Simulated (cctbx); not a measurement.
**What is wrong with this refinement?**

Cell a = 4.2690 Å, b = 4.2690 Å, c = 9.6550 Å, α = 90.00°, β = 90.00°, γ = 90.00°; space group P4/nmm (no. 129, origin choice 1).

The data are simulated with cctbx, not measured: Ag Kα, λ = 0.56087 Å, to d = 0.65 Å, 95 % of the full sphere, strongest reflection 70000 counts, noise from counting, a 6 % proportional error and a noise floor of 15 counts (s.d.); no absorption.

An anisotropic refinement with weights 1/σ² prints:

```text
Rint 0.048, 241 unique reflections to 0.65 A
cycle     R1     wR2    GooF  max shift (A)
   1  0.0146  0.0462   1.886   0.00018
   2  0.0098  0.0255   1.042   0.00000
final R1 0.0098 wR2 0.0255 GooF 1.042  parameters 10  data/parameter 24.1
atom        x        y        z      Ueq    occ   su(xyz)  su(Uiso or U11)
Ba1    0.50000  0.00000  0.24827   0.0045  1.000  0.00002  0.0001
Sb1    0.50000  0.00000  0.65233   0.0052  1.000  0.00003  0.0001
Pd1    0.00000  0.00000  0.50000   0.0029  1.000  0.00000  0.0001
Nb1    0.00000  0.00000  0.00000   0.0041  1.000  0.00000  0.0001
difference map: max 0.83 min -1.23 rms 0.17
Q1    0.0000  0.5000  0.1185    2    0.84  2.21 A from Sb1
Q2    0.0000  0.5000  0.7470    2    0.81  0.05 A from Ba1
Q3    0.0000  0.2326  0.9324    8    0.61  1.19 A from Nb1
Q4    0.0000  0.3706  0.2847    8    0.58  0.82 A from Sb1
Q5    0.0000  0.3927  0.0517    8    0.51  1.75 A from Nb1
Q6    0.0000  0.0770  0.3055    8    0.45  1.85 A from Sb1
```

Q: Accept it or mend it, and why?

Mend it. The fault: wrong element: Ba1 is La. Against the right model at the same level, R1 goes from 0.0084 to 0.0098 and GooF from 0.85 to 1.04. Ba1 has 1 electron too few and its U shrinks to make up, as expected (near an absorption edge f′ can widen the mismatch well beyond the difference in Z). The signs are weak, and the output alone doesn't single this fault out.

The compound is LaNbSbPd. The right model at the same level gives:

```text
Rint 0.048, 241 unique reflections to 0.65 A
cycle     R1     wR2    GooF  max shift (A)
   1  0.0105  0.0303   1.237   0.00025
   2  0.0084  0.0208   0.847   0.00000
final R1 0.0084 wR2 0.0208 GooF 0.847  parameters 10  data/parameter 24.1
atom        x        y        z      Ueq    occ   su(xyz)  su(Uiso or U11)
La1    0.50000  0.00000  0.24827   0.0051  1.000  0.00002  0.0001
Sb1    0.50000  0.00000  0.65232   0.0051  1.000  0.00002  0.0001
Pd1    0.00000  0.00000  0.50000   0.0028  1.000  0.00000  0.0001
Nb1    0.00000  0.00000  0.00000   0.0040  1.000  0.00000  0.0001
difference map: max 0.83 min -1.23 rms 0.16
Q1    0.0000  0.5000  0.1183    2    0.84  2.21 A from Sb1
Q2    0.0000  0.2318  0.9337    8    0.62  1.18 A from Nb1
Q3    0.0000  0.3741  0.2873    8    0.57  0.79 A from Sb1
Q4    0.0000  0.5000  0.3791    2    0.53  0.30 A from Sb1
Q5    0.0000  0.3974  0.0503    8    0.50  1.76 A from Nb1
Q6    0.0000  0.0840  0.3069    8    0.46  1.82 A from Sb1
```

Isotropic U is held between 0.0001 and 1 Å² by the program, and listed peak heights are interpolated, so they can pass the grid's maximum.

This is a model crystal, built by substitution and not relaxed, with assumed displacement parameters.

[Middle refinement cycles are left out of these outputs.]

[Logs are printed without paths, hosts, clocks, repeated set-up lines and the standing remarks that a program may print on its own settings, such as how far it seeks lower states.]
